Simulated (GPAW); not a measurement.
# Y L₃-edge XANES of YTe (Fm-3m), part 3 of 3

What does one-electron theory with a core hole give for the Y L₃ edge of YTe (Fm-3m)?

GPAW 26.7.0; X-ray absorption from dipole matrix elements to empty bands, plane-wave PAW LDA.

So far. Step 5 (Spectrum with XCH, Y atom 2): The energy difference (zero at 2096 eV) isn't read as a photon energy: for so heavy an absorber the terms left out (core spin–orbit splitting, the hole's spin, the functional's error) amount to tens of eV or more. Step 6 (Spectrum with FCH, Y atom 2): The scaled spectrum changes by 6 % r.m.s. The highest intensity below 24 eV stays at 1.0 eV.

The database entry behind the starting cell differs from later determinations by our own check (0.1 to 0.3 % short, probably kX units), so it need not match the best structure at ambient conditions.

### 8. Spectrum with XCH, Y atom 2

A smaller cell brings the holes closer; here they are 4.3 Å apart.

Changed against the first core-hole run: supercell atoms from 12 to 4; the field's mesh follows (3×3×3 to 4×4×3).

The input, xas.py:

```python
import numpy as np
from ase import Atoms
from ase.parallel import parprint, paropen
from gpaw import GPAW, PW, FermiDirac, Mixer, MixerDif, setup_paths
from gpaw.test import gen
setup_paths.insert(0, '.')
gen('Y', name='fch2p', xcname='LDA', corehole=(2, 1, 1), write_xml=True)
from gpaw.mpi import world
world.barrier()

atoms = Atoms('Te2Y2',
    cell=[[0, -3.04, -3.04],
     [0, -3.04, 3.04],
     [-6.08, 0, 0]],
    scaled_positions=[[0, 0, 0],
     [0.5, 0.5, 0.5],
     [0, 0, 0.5],
     [0.5, 0.5, 0]],
    pbc=True)
atoms.calc = calc = GPAW(legacy_gpaw=True, mode=PW(430, force_complex_dtype=True), xc='LDA', setups={2: 'fch2p'},
    kpts={'size': (4, 4, 3), 'gamma': True}, occupations=FermiDirac(0.1),
    charge=-1, mixer=Mixer(0.1, 5, 50), maxiter=150,
    convergence={'density': 0.0001, 'eigenstates': 1e-6}, txt='scf.txt')
energy = atoms.get_potential_energy() + calc.get_reference_energy()
ef = calc.get_fermi_level()
out = dict(energy=energy, fermi=ef, forces=atoms.get_forces().tolist())
parprint(f'all-electron energy {energy:.4f} eV, Fermi level {ef:.4f} eV')
ev = np.array([[calc.get_eigenvalues(k, s) for k in range(len(calc.get_ibz_k_points()))] for s in range(calc.get_number_of_spins())])
out['homo'], out['lumo'], out['counts'] = ev[ev < ef].max(), ev[ev > ef].min(), sorted(set((ev < ef).sum((0, 2)).tolist()))
out['filled'] = (ev[:, 0] < ef).sum(1).tolist()

from ase.units import Ha
from gpaw.xas import dipole_matrix_elements
nb = int(calc.get_number_of_electrons() / 2) + 80
top, nb = nb, nb + 8 + nb // 12
nscf = calc.fixed_density(kpts={'size': (4, 4, 3), 'gamma': True}, nbands=nb,
    convergence={'bands': top, 'eigenstates': 1e-5}, maxiter=60, txt='nscf.txt')
cell = atoms.cell.array
ops = [cell.T @ U.T @ np.linalg.inv(cell.T) for U in nscf.wfs.kd.symmetry.op_scc]
E = np.arange(-6, 34, 0.1)
fwhm = np.interp(E, [4, 25], [1.5, 3.5])
Y, X, zero, highest = 0, 0, 1e9, 1e9
for spin in range(nscf.get_number_of_spins()):
    wfs = nscf.wfs
    A = dipole_matrix_elements(wfs.setups[2])
    eps = np.zeros((wfs.kd.nibzkpts, nb))
    d = np.zeros((3, A.shape[1], wfs.kd.nibzkpts, nb), complex)
    for kpt in wfs.kpt_u:
        if kpt.s == spin and 2 in kpt.P_ani:
            eps[kpt.k] = kpt.eps_n * Ha
            d[:, :, kpt.k] = (kpt.weight * wfs.nspins / 2) ** 0.5 * np.inner(A, kpt.P_ani[2])
    world.sum(eps)
    world.sum(d)
    T = np.einsum('amkn,bmkn->abkn', d, d.conj()).real
    T = sum(np.einsum('ai,ijkn,bj->abkn', R, T, R) for R in ops) / len(ops)
    empty = eps > ef
    zero, highest = min(zero, eps[empty].min()), min(highest, eps[:, top - 1].min())
    lines = [(eps, T, empty)] if spin == 0 else lines + [(eps, T, empty)]
for eps, T, empty in lines:
    f = np.einsum('aakn->akn', T).reshape(3, -1)
    x = eps.ravel() - zero
    w = np.interp(x, E, fwhm) / 2.35482
    g = np.exp(-0.5 * ((E[:, None] - x) / w) ** 2) / (w * (2 * np.pi) ** 0.5)
    Y = Y + (f * empty.ravel()) @ g.T
    X = X + (f * ~empty.ravel()) @ g.T
out.update(E=E.round(2).tolist(), xas=Y.tolist(), xes=X.tolist(), zero=zero, valid=highest - zero, nk=len(eps), nb=nb)
for i in range(0, len(E), 10):
    parprint(f'{E[i]:7.2f}', *(f'{v:10.3e}' for v in Y[:, i]))
import json
with paropen('out.json', 'w') as f:
    json.dump(out, f)
```

Command:

```sh
> OMP_NUM_THREADS=1 mpirun -n 4 gpaw python xas.py
```

Numbers of over 12 decimals in the logs are rounded to 6 here.

The program printed:

```text
Input parameters:
  charge: -1
  convergence: {density: 0.0001,
                eigenstates: 1e-06}
  kpts: {gamma: True,
         size: (4, 4, 3)}
  maxiter: 150
  mixer: {backend: pulay,
          beta: 0.1,
          method: separate,
          nmaxold: 5,
          weight: 50}
  mode: {ecut: 430.0,
         force_complex_dtype: True,
         name: pw}
  occupations: {fixmagmom: False,
[...]
*d    :     0.534913
--------------------------------

Diagonalizing with gridspacing h=0.050

state   all-electron     PAW
-------------------------------
4s:      -2.317952    -2.318410
4p:      -1.537864    -1.538528
4d:      -0.465087    -0.465594
*f:                   -0.036509
-------------------------------
all-electron energy -551178.6887 eV, Fermi level 8.3212 eV
[...]
32.00  1.138e-05  1.168e-05  1.168e-05
  33.00  1.145e-05  1.144e-05  1.144e-05
[key lines of the parts left out:]
Converged after 27 iterations.
Dipole moment: (-0.000000, -0.000000, -0.000000) |e|*Ang
Free energy:    -33.269543
Fermi level: 8.32115
```

Elapsed: 25 s, on 4 MPI ranks of Arm Neoverse V1, shared host; peak memory 0.24 GiB.

These settings depart from the first run's and aren't meant as converged.

The scaled spectrum changes by 11 % r.m.s. The highest intensity below 24 eV goes from 1.0 eV (4.41) to 0.8 eV (4.18).

| E (eV) | first run | this run |
| --- | --- | --- |
| -2.0 | 0.00 | 0.01 |
| -0.5 | 0.89 | 1.34 |
| 1.0 | 4.41 | 4.07 |
| 2.5 | 1.77 | 1.79 |
| 4.0 | 0.54 | 0.68 |
| 5.5 | 0.83 | 0.76 |
| 7.0 | 0.83 | 0.90 |
| 8.5 | 0.62 | 0.58 |
| 10.0 | 0.66 | 0.66 |
| 11.5 | 0.57 | 0.63 |
| 13.0 | 0.73 | 0.72 |
| 14.5 | 0.64 | 0.62 |
| 16.0 | 0.56 | 0.59 |
| 17.5 | 0.50 | 0.49 |
| 19.0 | 0.48 | 0.48 |
| 20.5 | 0.58 | 0.62 |
| 22.0 | 0.74 | 0.78 |
| 23.5 | 0.77 | 0.78 |
| 25.0 | 0.64 | 0.61 |
| 26.5 | 0.50 | 0.49 |
| 28.0 | 0.45 | 0.46 |
| 29.5 | 0.48 | 0.49 |
| 31.0 | 0.52 | 0.56 |

### 9. Reference energy of the supercell

The cell and mesh change for the next run, so it gets a reference energy of its own.

The input, scf.py:

```python
import numpy as np
from ase import Atoms
from ase.parallel import parprint, paropen
from gpaw import GPAW, PW, FermiDirac, Mixer, MixerDif, setup_paths
from gpaw.test import gen
setup_paths.insert(0, '.')
gen('Y', name='nch2p', xcname='LDA', corehole=(2, 1, 0), write_xml=True)
from gpaw.mpi import world
world.barrier()

atoms = Atoms('Te6Y6',
    cell=[[-3.04, -3.04, -6.08],
     [-3.04, -3.04, 6.08],
     [-3.04, 6.08, 3.04]],
    scaled_positions=[[0, 0, 0],
     [0.66666667, 0, 0.33333333],
     [0.5, 0.5, 0],
     [0.33333333, 0, 0.66666667],
     [0.16666667, 0.5, 0.33333333],
     [0.83333333, 0.5, 0.66666667],
     [0.25, 0.75, 0],
     [0.91666667, 0.75, 0.33333333],
     [0.75, 0.25, 0],
     [0.58333333, 0.75, 0.66666667],
     [0.41666667, 0.25, 0.33333333],
     [0.08333333, 0.25, 0.66666667]],
    pbc=True)
atoms.calc = calc = GPAW(legacy_gpaw=True, mode=PW(430, force_complex_dtype=True), xc='LDA', setups={6: 'nch2p'},
    kpts={'size': (1, 1, 1), 'gamma': True}, occupations=FermiDirac(0.1),
    charge=0, mixer=Mixer(0.1, 5, 50), maxiter=150,
    convergence={'density': 0.0001, 'eigenstates': 1e-6}, txt='scf.txt')
energy = atoms.get_potential_energy() + calc.get_reference_energy()
ef = calc.get_fermi_level()
out = dict(energy=energy, fermi=ef, forces=atoms.get_forces().tolist())
parprint(f'all-electron energy {energy:.4f} eV, Fermi level {ef:.4f} eV')
ev = np.array([[calc.get_eigenvalues(k, s) for k in range(len(calc.get_ibz_k_points()))] for s in range(calc.get_number_of_spins())])
out['homo'], out['lumo'], out['counts'] = ev[ev < ef].max(), ev[ev > ef].min(), sorted(set((ev < ef).sum((0, 2)).tolist()))
out['filled'] = (ev[:, 0] < ef).sum(1).tolist()
import json
with paropen('out.json', 'w') as f:
    json.dump(out, f)
```

Command:

```sh
> OMP_NUM_THREADS=1 mpirun -n 4 gpaw python scf.py
```

The program printed:

```text
Input parameters:
  convergence: {density: 0.0001,
                eigenstates: 1e-06}
  kpts: {gamma: True,
         size: (1, 1, 1)}
  maxiter: 150
  mixer: {backend: pulay,
          beta: 0.1,
          method: separate,
          nmaxold: 5,
          weight: 50}
  mode: {ecut: 430.0,
         force_complex_dtype: True,
         name: pw}
  occupations: {fixmagmom: False,
                name: fermi-dirac,
[...]
5s(2) :    -0.155371     0.971849
4p(6) :    -1.027192     0.548140
5p(0) :    -0.054980     0.976393
4d(1) :    -0.097195     0.865310
*d    :     0.902805
--------------------------------

Diagonalizing with gridspacing h=0.050

state   all-electron     PAW
-------------------------------
4s:      -1.763072    -1.763529
4p:      -1.027192    -1.027856
4d:      -0.097195    -0.097523
*f:                    0.059866
-------------------------------
all-electron energy -1659819.1772 eV, Fermi level 8.6356 eV
[key lines of the parts left out:]
Converged after 12 iterations.
Dipole moment: (0.000000, 0.000000, 0.000000) |e|*Ang
Free energy:    -67.031635
Fermi level: 8.63558
```

The job ended after 8 s (4 MPI ranks; peak memory 0.21 GiB; 32 s of CPU time).

The run finished; it serves as a test, and its numbers are not taken as the result.

### 10. Spectrum with XCH, Y atom 2

This attempt departs from the first core-hole run: k mesh of the field to 1×1×1.

Edit xas.py of step 8 so:

```diff
@@ -10,13 +10,21 @@
 
-atoms = Atoms('Te2Y2',
-    cell=[[0, -3.04, -3.04],
-     [0, -3.04, 3.04],
-     [-6.08, 0, 0]],
+atoms = Atoms('Te6Y6',
+    cell=[[-3.04, -3.04, -6.08],
+     [-3.04, -3.04, 6.08],
+     [-3.04, 6.08, 3.04]],
     scaled_positions=[[0, 0, 0],
-     [0.5, 0.5, 0.5],
-     [0, 0, 0.5],
-     [0.5, 0.5, 0]],
+     [0.66666667, 0, 0.33333333],
+     [0.5, 0.5, 0],
+     [0.33333333, 0, 0.66666667],
+     [0.16666667, 0.5, 0.33333333],
+     [0.83333333, 0.5, 0.66666667],
+     [0.25, 0.75, 0],
+     [0.91666667, 0.75, 0.33333333],
+     [0.75, 0.25, 0],
+     [0.58333333, 0.75, 0.66666667],
+     [0.41666667, 0.25, 0.33333333],
+     [0.08333333, 0.25, 0.66666667]],
     pbc=True)
-atoms.calc = calc = GPAW(legacy_gpaw=True, mode=PW(430, force_complex_dtype=True), xc='LDA', setups={2: 'fch2p'},
-    kpts={'size': (4, 4, 3), 'gamma': True}, occupations=FermiDirac(0.1),
+atoms.calc = calc = GPAW(legacy_gpaw=True, mode=PW(430, force_complex_dtype=True), xc='LDA', setups={6: 'fch2p'},
+    kpts={'size': (1, 1, 1), 'gamma': True}, occupations=FermiDirac(0.1),
     charge=-1, mixer=Mixer(0.1, 5, 50), maxiter=150,
@@ -33,5 +41,5 @@
 from gpaw.xas import dipole_matrix_elements
-nb = int(calc.get_number_of_electrons() / 2) + 80
+nb = int(calc.get_number_of_electrons() / 2) + 233
 top, nb = nb, nb + 8 + nb // 12
-nscf = calc.fixed_density(kpts={'size': (4, 4, 3), 'gamma': True}, nbands=nb,
+nscf = calc.fixed_density(kpts={'size': (3, 3, 3), 'gamma': True}, nbands=nb,
     convergence={'bands': top, 'eigenstates': 1e-5}, maxiter=60, txt='nscf.txt')
@@ -44,3 +52,3 @@
     wfs = nscf.wfs
-    A = dipole_matrix_elements(wfs.setups[2])
+    A = dipole_matrix_elements(wfs.setups[6])
     eps = np.zeros((wfs.kd.nibzkpts, nb))
@@ -48,5 +56,5 @@
     for kpt in wfs.kpt_u:
-        if kpt.s == spin and 2 in kpt.P_ani:
+        if kpt.s == spin and 6 in kpt.P_ani:
             eps[kpt.k] = kpt.eps_n * Ha
-            d[:, :, kpt.k] = (kpt.weight * wfs.nspins / 2) ** 0.5 * np.inner(A, kpt.P_ani[2])
+            d[:, :, kpt.k] = (kpt.weight * wfs.nspins / 2) ** 0.5 * np.inner(A, kpt.P_ani[6])
     world.sum(eps)
```

Command:

```sh
> OMP_NUM_THREADS=1 mpirun -n 4 gpaw python xas.py
```

The program printed:

```text
Input parameters:
  charge: -1
  convergence: {density: 0.0001,
                eigenstates: 1e-06}
  kpts: {gamma: True,
         size: (1, 1, 1)}
  maxiter: 150
  mixer: {backend: pulay,
          beta: 0.1,
          method: separate,
          nmaxold: 5,
          weight: 50}
  mode: {ecut: 430.0,
         force_complex_dtype: True,
         name: pw}
  occupations: {fixmagmom: False,
[...]
4s:      -2.317952    -2.318410
4p:      -1.537864    -1.538528
4d:      -0.465087    -0.465594
*f:                   -0.036509
-------------------------------
all-electron energy -1657723.5666 eV, Fermi level 8.5495 eV
  -6.00  1.347e-25  1.347e-25  1.700e-25
  -5.00  1.215e-19  1.215e-19  1.522e-19
  -4.00  9.701e-15  9.701e-15  1.192e-14
  -3.00  7.066e-11  7.066e-11  8.375e-11
[...]
32.00  1.125e-05  1.125e-05  1.124e-05
  33.00  1.167e-05  1.167e-05  1.173e-05
[key lines of the parts left out:]
Converged after 18 iterations.
Dipole moment: (-0.019765, -0.019765, -0.494223) |e|*Ang
Free energy:    -76.746263
Fermi level: 8.54952
```

Elapsed: 4.5 min, on 4 MPI ranks; peak memory 0.41 GiB; 18 min of CPU time.

The run finished. A setting was moved off its sound value on purpose, so it serves as a test and not as the result.

The fault put into the input: the field is made at the zone centre alone.

The scaled spectrum changes by 5 % r.m.s. The highest intensity below 24 eV stays at 1.0 eV.

| E (eV) | first run | this run |
| --- | --- | --- |
| -2.0 | 0.00 | 0.00 |
| -0.5 | 0.89 | 0.79 |
| 1.0 | 4.41 | 4.30 |
| 2.5 | 1.77 | 1.89 |
| 4.0 | 0.54 | 0.56 |
| 5.5 | 0.83 | 0.85 |
| 7.0 | 0.83 | 0.83 |
| 8.5 | 0.62 | 0.62 |
| 10.0 | 0.66 | 0.66 |
| 11.5 | 0.57 | 0.57 |
| 13.0 | 0.73 | 0.72 |
| 14.5 | 0.64 | 0.63 |
| 16.0 | 0.56 | 0.56 |
| 17.5 | 0.50 | 0.50 |
| 19.0 | 0.48 | 0.47 |
| 20.5 | 0.58 | 0.57 |
| 22.0 | 0.74 | 0.73 |
| 23.5 | 0.77 | 0.76 |
| 25.0 | 0.64 | 0.63 |
| 26.5 | 0.50 | 0.49 |
| 28.0 | 0.45 | 0.45 |
| 29.5 | 0.48 | 0.48 |
| 31.0 | 0.52 | 0.51 |

### 11. Outcome

```
absorber and edge             : Y L₃, atom 2 of the ground-state input (counted from 1)
surroundings                  : 6 Te at 3.04 Å (octahedral, site symmetry m-3m)
highest intensity below 24 eV : 1.0 eV above the zero, height 4.41
```

What this shows: The Y L₃ edge of atom 2, with 6 Te at 3.04 Å (octahedral, site symmetry m-3m), has its highest intensity of the first 24 eV at 1.0 eV above the zero, 4.4 times the mean level of the first 20 eV (Gaussian full width 1.5 eV up to 4 eV, rising linearly to 3.5 eV at 25 eV). Changing the core hole to FCH alters the shape by 6 % r.m.s., so the result is insensitive to this choice. A cell with holes 4.3 Å apart changes the curve by 11 % r.m.s. (7 % after the best shift). Only the L₃ part is meant: spin–orbit coupling of the core level isn't computed and the L₂ copy isn't added. The primitive cell holds an odd number of electrons, so a spin-paired run has to come out metallic; that is right for a metal, but some such compounds are magnetic or distorted insulators. The mesh is coarse (0.34 Å⁻¹ between points), so small maxima may be mesh ripples. The structure is a published determination, not relaxed.

[Banner, clock and machine lines of the logs are left out without a mark of their own.]

[Logs are printed without paths, hosts, clocks, repeated set-up lines and the standing remarks that a program may print on its own settings, such as how far it seeks lower states.]

[Hosts, paths, dates, database ids (printed as entryN), source tags and the programs' standing remarks are cut or masked in the printed files.]

[Lists of maxima count a maximum above −3 eV only where it reaches 4 % of the highest in the window and stands out from its surroundings by 2 % of it (1.5 % where it reaches 55 %); shoulders and weaker maxima are passed over, and of the rest the first, up to two pre-edge ones and the few strongest are named.]
